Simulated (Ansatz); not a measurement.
# SrVO3 (Pm-3m): Hubbard U and Hund's J by constrained RPA

Aim: U, U′ and J for the V t2g shell of SrVO3 (Pm-3m).

Program: Ansatz 0.2.0. Level of theory: non-magnetic PBEsol, then constrained RPA, plane waves, PAW. Results are calculated unless marked as measured.

### Step 1. The starting structure

The structure is cubic, space group Pm-3m (No. 221). Conventional cell: a = 3.841 Å, b = 3.841 Å, c = 3.841 Å, α = 90.00°, β = 90.00°, γ = 90.00°. Nearest to Sr lie 12 O at 2.72 Å. Nearest to V lie 6 O at 1.92 Å. Nearest to O lie 2 V at 1.92 Å and 4 Sr at 2.72 Å. Farther neighbours and most contacts between anions are not listed.

The cell and positions come from the Crystallography Open Database and are kept as given unless a step says otherwise. The program's search for lower electronic states was switched off, so nothing shows that the state found is the lowest. The default PAW set here is soft_2. Its files were made with PBE.

### Step 2. PBEsol bands and orbital weights

This step: DFT, PBEsol, plane waves, PAW.

input.yaml

```yaml
crystal:
  lattice:
    - [-3.8409, 0.0, 0.0]
    - [0.0, 0.0, -3.8409]
    - [0.0, -3.8409, 0.0]
  atoms:
    - { symbol: Sr, position: [0.5, 0.5, 0.5] }
    - { symbol: V, position: [0.0, 0.0, 0.0] }
    - { symbol: O, position: [0.5, 0.0, 0.0] }
    - { symbol: O, position: [0.0, 0.5, 0.0] }
    - { symbol: O, position: [0.0, 0.0, 0.5] }
kpoints:
  mp_grid: { grid: [6, 6, 6] }
  band_path:
    path:
      - [[0.0, 0.0, 0.0], [0.0, 0.5, 0.0], [0.5, 0.5, 0.0], [0.0, 0.0, 0.0], [0.5, 0.5, 0.5], [0.0, 0.5, 0.0]]
      - [[0.5, 0.5, 0.5], [0.5, 0.5, 0.0]]
    npoints: 10
hamiltonian:
  xc: pbesol
scf:
  occupations: { method: gaussian, width: 0.08 }
  n_extra_bands: 19
  max_iter: 150
  lower_state_search: "off"
output:
  eigenvalues: true
  fatbands: true
  write_density: true
  write_potential: true
  elf: true
  volumetric_format: npy
```

Command:

```
$ ansatz run input.yaml --threads 4 --pin off --max-ram 14745MiB --backend cpu --events-out ev --progress --plain --runs-dir out
```

Numbers of over 12 decimals in the logs are rounded to 6 here.

Output:

```text
scf.n_extra_bands = 19 over 21 filled bands (N_el = 41.0): the run solves 40 bands
Engine: ansatz 0.2.0, aarch64-unknown-linux-gnu
Pseudopotentials: kind: paw
Pseudopotential: Sr, paw, valence charge 10, recommended cutoff 420 eV (normal), Sr.paw.azcp
Pseudopotential: V, paw, valence charge 13, recommended cutoff 420 eV (normal), V.paw.azcp
Pseudopotential: O, paw, valence charge 6, recommended cutoff 420 eV (normal), O.paw.azcp
Functional definition: PBEsol
  exchange = pbesol_x
  correlation = pbesol_c
Crystal: 5 atoms, lattice volume = 56.663 Å³
Basis set: ecut = 420 eV, 1141 PW (Γ)
Bands: 40, of which v1, the nominal top of the filled ones, is band 21 counted from 1 (20 counted from 0)
Symmetry: 48 space group operations
Space group: Pm-3m (ITA 221), of the structure as read, at distance tolerance 3.8e-5 Å
k-points: 20 of 216
Non-local potential: Sr, projectors of the file, l = 0: 3, l = 1: 2, l = 2: 2
Non-local potential: V, projectors of the file, l = 0: 3, l = 1: 2, l = 2: 3, l = 3: 1
Non-local potential: O, projectors of the file, l = 0: 2, l = 1: 2, l = 2: 1
PAW form: soft (Blöchl's): semilocal exchange-correlation on the pseudo side does not see the compensation charge
PAW frozen core: Sr, regenerated for the run's functional, and the local potential with it (the file was generated under x = pbe(κ = 0.804, μ = 0.219515), c = pbe(β = 0.066725))
PAW frozen core: V, regenerated for the run's functional, and the local potential with it (the file was generated under x = pbe(κ = 0.804, μ = 0.219515), c = pbe(β = 0.066725))
PAW frozen core: O, regenerated for the run's functional, and the local potential with it (the file was generated under x = pbe(κ = 0.804, μ = 0.219515), c = pbe(β = 0.066725))
PAW one-centre angular grid: Sr, 110 points (default); XC on 64 Gauss nodes
PAW one-centre angular grid: V, 590 points (default); XC on 64 Gauss nodes
PAW one-centre angular grid: O, 110 points (default); XC on 64 Gauss nodes
Initial density: superposition of atomic densities (neutral atoms: chi_scale 0, normalization atom), corrected by the library's trained network
Initial wavefunctions: pseudopotential atomic-orbital guess
Functional: x = pbesol(κ = 0.804, μ = 0.123457), c = pbesol(β = 0.046)
SCF iter   1: F=—  HF=-8066.716126 eV  |F-HF|=—  |Δ(HF+E_count)|=         —  Δρ=1.76e-2  dr2=1.45e-1  ethr=1.77e-3  ⟨swp⟩=7.5  Hψ=3962  notcnv=0  defer=143
preconditioner: auto → Kerker (q_TF=auto, 2.585 Å⁻¹)  [metal: Δε(μ)=0.077 eV  Ē_g=19.113 eV  σ=0.080 eV  W_gap=0.47  n_scr=18 (ndim 8)  ℏωp=27.5 eV  f_vac=0.000  D(μ)=2.24/eV (n_scr^D=18)]
SCF iter   2: F=—  HF=-8066.691164 eV  |F-HF|=—  |Δ(HF+E_count)|=   2.50e-2  Δρ=9.00e-3  dr2=4.43e-2  ethr=3.54e-4  ⟨swp⟩=2.0  Hψ=1041  notcnv=0  defer=199
SCF iter   3: F=—  HF=-8066.681939 eV  |F-HF|=—  |Δ(HF+E_count)|=   9.22e-3  Δρ=1.31e-3  dr2=6.24e-4  ethr=1.08e-4  ⟨swp⟩=2.0  Hψ=789  notcnv=0  defer=199
SCF iter   4: F=—  HF=-8066.681862 eV  |F-HF|=—  |Δ(HF+E_count)|=   7.74e-5  Δρ=4.25e-4  dr2=1.53e-4  ethr=1.52e-6  ⟨swp⟩=2.2  Hψ=826  notcnv=0  defer=199
SCF iter   5: F=—  HF=-8066.681831 eV  |F-HF|=—  |Δ(HF+E_count)|=   3.06e-5  Δρ=1.22e-4  dr2=2.28e-5  ethr=3.73e-7  ⟨swp⟩=2.0  Hψ=700  notcnv=0  defer=199
SCF iter   6: F=—  HF=-8066.681820 eV  |F-HF|=—  |Δ(HF+E_count)|=   1.13e-5  Δρ=3.69e-5  dr2=1.20e-6  ethr=5.55e-8  ⟨swp⟩=2.2  Hψ=808  notcnv=0  defer=199
SCF iter   7: F=-8066.681820 eV  HF=-8066.681820 eV  |F-HF|=1.93e-8  |Δ(HF+E_count)|=   3.81e-7  Δρ=1.03e-5  dr2=4.60e-8  ethr=2.44e-10  ⟨swp⟩=10.4  Hψ=4560  notcnv=0
SCF 1 converged in 7 iterations: F = -8066.681820 eV  dr2 = 4.60e-8
  greatest PAW one-centre occupation: 1.000 electrons in one spin orbital (limit 2), on the V atom at site 1 (counted from 0), in its partial waves of l = 0
NSCF: frozen V_eff on 62 k-points
SCF converged after 7 iterations
Free energy (F): -8066.681820 eV
Harris-Foulkes:  -8066.681820 eV  (|F-HF|=1.93e-8)
Internal energy: -8066.674324 eV  (E = F + TS)
E sigma→0 (E₀):  -8066.678072 eV
Entropy (-TS):   -0.007495 eV (-1.499 meV/atom)
Fermi energy:    12.323435 eV
--- Per-component energies (eV) ---
  E_band       = -224.202085
  E_kinetic    = 1107.497405
  E_local      = -2635.770838  (includes V_loc(G=0)·N_el)
  E_nonlocal   = 298.884784
  E_hartree    = 977.758822
  E_xc         = -522.213546
  E_vxc        = -610.298784  (∫ρ·V_xc dr)
  E_paw        = -4184.171411  (= ΣΔE_a)
  E_vpaw       = -340.028682  (= ΣTr[D̂ρ^β])
  E_aug_tail   = 0.007615  (compensation charges beyond the density's cutoff)
  E_ewald      = -3109.057044
  E_core_change = 0.389890  (= ΣΔE_core)
  E_smearing   = -0.007495  (= −TS)
  E_closure    = 0.000000  (closes the sum)
  Σ components = -8066.681820   (vs F -8066.681820, Δ=0.00e0)
--- Band table (eV; the first three rows and the last of 20) ---
  k-point 0: bands = [... 17 lower, 9.9631, 9.9631, 9.9631, 11.4001, 11.4001, 11.4001, 13.6779, 13.6779, ... 15 higher]
  k-point 1: bands = [... 17 lower, 9.1706, 9.7720, 9.7720, 11.4308, 12.0447, 12.0447, 13.6842, 14.4807, ... 15 higher]
  k-point 2: bands = [... 17 lower, 8.4173, 9.5822, 9.5822, 11.4936, 12.9695, 12.9695, 13.6923, 15.5596, ... 15 higher]
  k-point 19: bands = [... 17 lower, 10.3415, 10.3415, 10.3415, 13.9401, 13.9401, 13.9401, 17.5461, 17.5461, ... 15 higher]
```

Elapsed: 1.9 s, on 4 threads of Arm Neoverse V2, shared host; peak memory 0.36 GiB.

The column dr2 measures how far the density is from self-consistency, as an energy; F and HF (Harris–Foulkes) agree once it is small.

The electronic bands at the labelled points (eV, zero at the Fermi level):

```
    point  band 17  band 18  band 19  band 20  band 21  band 22  band 23  band 24
        Γ    -3.22    -2.36    -2.36    -2.36    -0.92    -0.92    -0.92     1.35
  halfway    -3.73    -3.70    -2.66    -2.66    -0.86     0.21     0.21     1.37
        X    -4.55    -4.10    -2.81    -2.81    -0.80     1.04     1.04     1.37
  halfway    -3.94    -3.58    -3.52    -2.67     0.23     1.03     1.10     2.15
        M    -4.09    -3.59    -3.59    -2.07     1.02     1.02     1.38     2.38
  halfway    -3.79    -3.40    -3.27    -2.76     0.15     0.29     0.52     2.02
        Γ    -3.22    -2.36    -2.36    -2.36    -0.92    -0.92    -0.92     1.35
  halfway    -5.09    -2.96    -2.96    -2.64     0.56     0.65     0.65     3.63
        R    -5.89    -1.98    -1.98    -1.98     1.62     1.62     1.62     5.22
  halfway    -4.96    -2.99    -2.84    -2.55     0.71     1.17     1.20     3.59
        X    -4.55    -4.10    -2.81    -2.81    -0.80     1.04     1.04     1.37
jump to R    -5.89    -1.98    -1.98    -1.98     1.62     1.62     1.62     5.22
  halfway    -5.55    -2.69    -2.69    -2.03     1.27     1.27     1.49     4.05
        M    -4.09    -3.59    -3.59    -2.07     1.02     1.02     1.38     2.38
```

Of the projections kept (V 3d, O 2p), the largest for each band there; the rest of the weight can lie on other orbitals:

```
point    band 17    band 18    band 19    band 20    band 21    band 22    band 23    band 24
    Γ  O 2p 0.99  O 2p 0.98  O 2p 0.98  O 2p 0.98  V 3d 0.98  V 3d 0.98  V 3d 0.98  V 3d 0.83
    X  O 2p 0.70  O 2p 0.93  O 2p 0.97  O 2p 0.97  V 3d 1.00  V 3d 0.72  V 3d 0.72  V 3d 0.86
    M  O 2p 0.95  O 2p 0.95  O 2p 0.95  O 2p 0.99  V 3d 0.74  V 3d 0.74  V 3d 0.73  V 3d 0.75
    Γ  O 2p 0.99  O 2p 0.98  O 2p 0.98  O 2p 0.98  V 3d 0.98  V 3d 0.98  V 3d 0.98  V 3d 0.83
    R  O 2p 0.67  O 2p 1.00  O 2p 1.00  O 2p 1.00  V 3d 0.71  V 3d 0.71  V 3d 0.71          -
    X  O 2p 0.70  O 2p 0.93  O 2p 0.97  O 2p 0.97  V 3d 1.00  V 3d 0.72  V 3d 0.72  V 3d 0.86
```

ELF in the ac plane at fractional y = 0.000, with atoms of V and O within 0.2 Å of it. It is the smooth field of the valence electrons, not physical close to the nuclei.

Ten even steps from '_' (0.02) to '@' (0.81), each cell a mean:
```
@@@@**::**@@%%**%%@@==::##@@
%%##--..++@@@@@@@@%%--..++##
--::....--##%%@@%%++::....::
====--....::==++==::..::--==
@@@@%%==..__......__::++%%@@
##@@@@##--________..==%%@@%%
--##@@%%==________..++@@@@**
**%%@@%%--________..==%%@@%%
@@@@@@++..__________::##@@@@
****==::....--==--....--++**
::::....::++%%%%##==......::
**++::..==@@@@@@@@%%--..--**
@@@@++::**@@%%##@@@@==::##@@
%%@@**::**@@**--##@@==--%%@@
```
Columns run along a (3.8 Å), rows up along c (3.8 Å). Atoms in or near the plane, at fractional coordinates: V at (0.00, 0.00), O at (0.50, 0.00), O at (0.00, 0.50).

Valence density in the ac plane at fractional y = 0.000, with atoms of V and O within 0.2 Å of it. It is the smooth field of the valence electrons, not physical close to the nuclei.

Values in e/Å³, 14 rows by 14 columns, each cell a mean:
```
12  8  3  1  1  2  5  6  4  2  1  1  5 10
 6  4  1  0  1  1  2  3  2  1  0  1  2  5
 1  1  0  0  0  0  1  1  1  0  0  0  1  1
 1  1  0  0  0  0  0  0  0  0  0  0  0  1
 2  2  1  0  0  0  0  0  0  0  0  0  1  2
 5  4  1  0  0  0  0  0  0  0  0  1  2  4
 7  5  2  1  0  0  0  0  0  0  0  1  3  6
 6  4  2  1  0  0  0  0  0  0  0  1  2  5
 3  2  1  0  0  0  0  0  0  0  0  0  1  2
 1  1  0  0  0  0  0  0  0  0  0  0  1  1
 1  1  0  0  0  0  1  1  0  0  0  0  0  1
 4  3  1  0  0  1  2  2  1  1  0  0  1  3
11  7  3  1  1  2  4  5  4  2  1  1  4  8
15 11  4  1  1  3  6  7  5  2  1  1  6 12
```
Columns run along a (3.8 Å), rows up along c (3.8 Å). Atoms in or near the plane, at fractional coordinates: V at (0.00, 0.00), O at (0.50, 0.00), O at (0.00, 0.50).

### Step 3. Constrained RPA: V t2g, bands v1 to c2, 6×6×6 mesh, medium accuracy

Constrained RPA screens the interaction with every transition except those inside the target bands, which a later many-body model would treat itself.

This step: constrained RPA on PBEsol, plane waves, PAW.

input.yaml, the sections that differ from step 2:

```yaml
kpoints:
  mp_grid: { grid: [6, 6, 6] }
output:
  crpa:
    kmesh: [6, 6, 6]
    target_bands: [v1, c2]
    projections: [{ species: V, l: d, shell: 3, orbitals: [dxz, dyz, dxy] }]
  local_orbitals:
    kmesh: [6, 6, 6]
    orbitals: [{ species: V, l: d, shell: 3, orbitals: [dxz, dyz, dxy] }]
    window: { bands: [v1, c2] }
    seedname: lo
# crystal, hamiltonian, scf: as in step 2
```

Output:

```text
[...]
Crystal: 5 atoms, lattice volume = 56.663 Å³
Basis set: ecut = 420 eV, 1141 PW (Γ)
Bands: 40, of which v1, the nominal top of the filled ones, is band 21 counted from 1 (20 counted from 0)
Symmetry: 48 space group operations
[...]
k-points: 20 of 216
[...]
SCF iter   1: F=—  HF=-8066.716127 eV  |F-HF|=—  |Δ(HF+E_count)|=         —  Δρ=1.76e-2  dr2=1.45e-1  ethr=1.77e-3  ⟨swp⟩=7.5  Hψ=3962  notcnv=0  defer=143
[...]
SCF iter   7: F=-8066.681820 eV  HF=-8066.681820 eV  |F-HF|=1.93e-8  |Δ(HF+E_count)|=   3.81e-7  Δρ=1.03e-5  dr2=4.60e-8  ethr=2.44e-10  ⟨swp⟩=10.4  Hψ=4540  notcnv=0
SCF 1 converged in 7 iterations: F = -8066.681820 eV  dr2 = 4.60e-8
[...]
NSCF: frozen V_eff on 23 k-points
[...]
cRPA screening: q 1/216
cRPA screening: q 2/216
cRPA screening: q 8/216 (q-point 3)
cRPA screening: q 14/216 (q-point 4)
cRPA screening: q 17/216 (q-point 8)
cRPA screening: q 29/216 (q-point 9)
cRPA screening: q 53/216 (q-point 10)
cRPA screening: q 65/216 (q-point 15)
cRPA screening: q 77/216 (q-point 16)
cRPA screening: q 89/216 (q-point 22)
cRPA screening: q 92/216 (q-point 44)
cRPA screening: q 100/216 (q-point 45)
cRPA screening: q 124/216 (q-point 46)
cRPA screening: q 136/216 (q-point 51)
cRPA screening: q 160/216 (q-point 52)
cRPA screening: q 184/216 (q-point 58)
cRPA screening: q 190/216 (q-point 87)
cRPA screening: q 198/216 (q-point 88)
cRPA screening: q 210/216 (q-point 94)
cRPA screening: q 216/216 (q-point 130)
SCF converged after 7 iterations
Free energy (F): -8066.681820 eV
[...]
Internal energy: -8066.674324 eV  (E = F + TS)
E sigma→0 (E₀):  -8066.678072 eV
Entropy (-TS):   -0.007495 eV (-1.499 meV/atom)
Fermi energy:    12.323435 eV
[...]
--- Band table (eV; the first three rows and the last of 20) ---
  k-point 0: bands = [... 17 lower, 9.9631, 9.9631, 9.9631, 11.4001, 11.4001, 11.4001, 13.6779, 13.6779, ... 15 higher]
  k-point 1: bands = [... 17 lower, 9.1706, 9.7720, 9.7720, 11.4308, 12.0447, 12.0447, 13.6842, 14.4807, ... 15 higher]
  k-point 2: bands = [... 17 lower, 8.4173, 9.5822, 9.5822, 11.4936, 12.9695, 12.9695, 13.6923, 15.5596, ... 15 higher]
  k-point 19: bands = [... 17 lower, 10.3415, 10.3415, 10.3415, 13.9401, 13.9401, 13.9401, 17.5461, 17.5461, ... 15 higher]
--- cRPA (band scheme, projected local orbitals): target bands 21..23 (1-based), 3 Wannier function(s), 6×6×6 mesh, 46 bands' worth read of 51 solved, ecut_chi 136.0 eV, v(q+G=0) probe_charge, pair densities all_electron ---
  bands read: the sum over 46 bands ends inside a degenerate multiplet in 18 slots, whose members it reads at an even weight; the widest, k=0: bands 45 to 47 (counted from 1) at 2/3 each
  χ-basis size per q: N_G = 196..216
  window electrons = 1.0000, filled by tetrahedron_uncorrected; constrained ε̄⁻¹(q = 0, 0) head = 0.169620; min gauge Gram eig = 0.7091
  Kanamori averages over each shell's own Wannier functions (sites counted from 0, functions from 1):
    Site 1, 3D, 3 of 5 d orbitals (Wannier functions 1, 2, 3; wannier90's mr 2, 3, 5):
      screened: U = 3.2292 eV, U' = 2.3723 eV, J = 0.4093 eV
      screened, to within: U = 4.8e-3 eV, U' = 4.8e-3 eV, J = 6.6e-4 eV
      bare: V = 16.1462 eV, V' = 14.9568 eV, J = 0.5569 eV
  Hermiticity witness max|P − P†| over intra, direct and exchange elements: 1.07e-14 eV (screened), 2.50e-23 eV (bare)
  Reality witness max|Im| over intra, direct and exchange elements: 1.22e-19 eV (screened), 7.09e-19 eV (bare)
```

Elapsed: 1.9 min, on 4 threads; peak memory 0.7 GiB.

Numbers from this step:

- U: 3.229 eV
- U prime (inter-orbital): 2.372 eV
- J: 0.4093 eV
- bare V: 16.15 eV
- bare J: 0.5569 eV
- stated bound on U: 0.004770 eV
- U over bare V: 0.2000
- electrons in the window: 1.000
- head of the constrained inverse dielectric matrix: 0.1696
- least eigenvalue of the projection's overlap: 0.7091
- target functions: 3
- bands in the sums: 46
- r.m.s. miss of the model bands: 0.003316 eV
- width of the target bands: 2.540 eV
- weight of the projected orbitals in the window: 0.7827

On the V t2g shell, screening brings the on-site interaction from 16.1 eV down to U = 3.23 eV.

Kanamori averages over each shell's functions. Crpa shells, by row:

```
site  element  shell  orbitals  U (eV)  U' (eV)  J (eV)  bare V (eV)  bare V' (eV)  bare J (eV)  bound on U (eV)
   2        V     3D         3   3.229    2.372  0.4093        16.15         14.96       0.5569          0.00477
```

Density-density elements U_iijj, eV. U matrix, by row:

```
orbital  V2 dxz  V2 dyz  V2 dxy
 V2 dxz   3.229   2.372   2.372
 V2 dyz   2.372   3.229   2.372
 V2 dxy   2.372   2.372   3.229
```

Exchange elements U_ijji, eV. J matrix, by row:

```
orbital  V2 dxz  V2 dyz  V2 dxy
 V2 dxz       -   0.409   0.409
 V2 dyz   0.409       -   0.409
 V2 dxy   0.409   0.409       -
```

Projected local orbitals of the target window. The electronic bands at the labelled points (eV, zero at the Fermi level; # counts the bands kept):

```
    point     #1     #2     #3
        Γ  -0.92  -0.92  -0.92
  halfway  -0.86   0.23   0.23
        X  -0.80   1.04   1.04
  halfway   0.24   1.03   1.10
        M   1.02   1.02   1.38
  halfway   0.16   0.30   0.51
        Γ  -0.92  -0.92  -0.92
  halfway   0.55   0.64   0.64
        R   1.62   1.62   1.62
  halfway   0.70   1.17   1.20
        X  -0.80   1.04   1.04
jump to R   1.62   1.62   1.62
  halfway   1.27   1.27   1.49
        M   1.02   1.02   1.38
```

The same for Kohn-Sham, solved directly:

```
point     #1     #2     #3
    Γ  -0.92  -0.92  -0.92
    X  -0.80   1.04   1.04
    M   1.02   1.02   1.38
    Γ  -0.92  -0.92  -0.92
    R   1.62   1.62   1.62
    X  -0.80   1.04   1.04
    R   1.62   1.62   1.62
    M   1.02   1.02   1.38
```

The first set of electronic bands as a text plot (rows in eV):

```
    1.6 |                                    *****        ***
    1.5 |                                   *    **        * **
    1.4 |             ***                         **        *  **
    1.2 |            *   *                 *      ***        *
    1.1 |           *                      *        **        *
    1.0 |      ********** *                        *  ****     **
    0.9 |             * **               **
    0.8 |                * **
    0.7 |     *      *    *                         *
    0.6 |                               *
    0.5 |    *      *      ***          *
    0.4 |                  **                        *
    0.3 |                    *         *
    0.2 |   *                **        *
    0.1 |
    0.0 |          *          *      **               *
   -0.1 |                     **     **
   -0.2 |
   -0.3 |  *      *            *                       *
   -0.4 |                      **   *
   -0.6 |                           *
   -0.7 | *                     *                       *
   -0.8 |      ***               * *                     *
   -0.9 |******                  **
         Γ      X      M          Γ            R        X|R     M
```

Onsite levels, by row:

```
orbital  level less Fermi level (eV)
 V2 dxz                       0.6759
 V2 dyz                       0.6759
 V2 dxy                       0.6759
```

Largest distinct elements between sites. Hoppings, by row:

```
  from      to      cell  distance (Å)   t (eV)
V2 dyz  V2 dyz     0 0 1         3.841  -0.2659
V2 dyz  V2 dyz    0 -1 1         5.432  -0.0866
V2 dxz  V2 dxz     0 0 1         3.841  -0.0287
V2 dxz  V2 dxz    -2 1 0         8.589  -0.0119
V2 dxy  V2 dxz     0 1 1         5.432   0.0093
V2 dxz  V2 dxz   -2 -2 0         10.86  -0.0084
V2 dxy  V2 dxy     0 0 2         7.682    0.008
V2 dxy  V2 dxy    0 -1 1         5.432   0.0062
V2 dyz  V2 dyz   1 -1 -1         6.653  -0.0061
V2 dxz  V2 dxy  -1 -1 -1         6.653   0.0038
V2 dyz  V2 dyz    -1 0 2         8.589   0.0034
V2 dyz  V2 dyz   0 -3 -2         13.85   -0.002
```

[end of part 1 of 2]

[Paths, hosts, dates, memory and timing lines, banners, echoed tables and standing remarks are left out of the program output.]

[Logs are printed without paths, hosts, clocks, repeated set-up lines and the standing remarks that a program may print on its own settings, such as how far it seeks lower states.]

[Runs of the session that timed out or met a known fault of the program may be left out.]

[Hosts, paths, dates, database ids (printed as entryN), source tags and the programs' standing remarks are cut or masked in the printed files.]
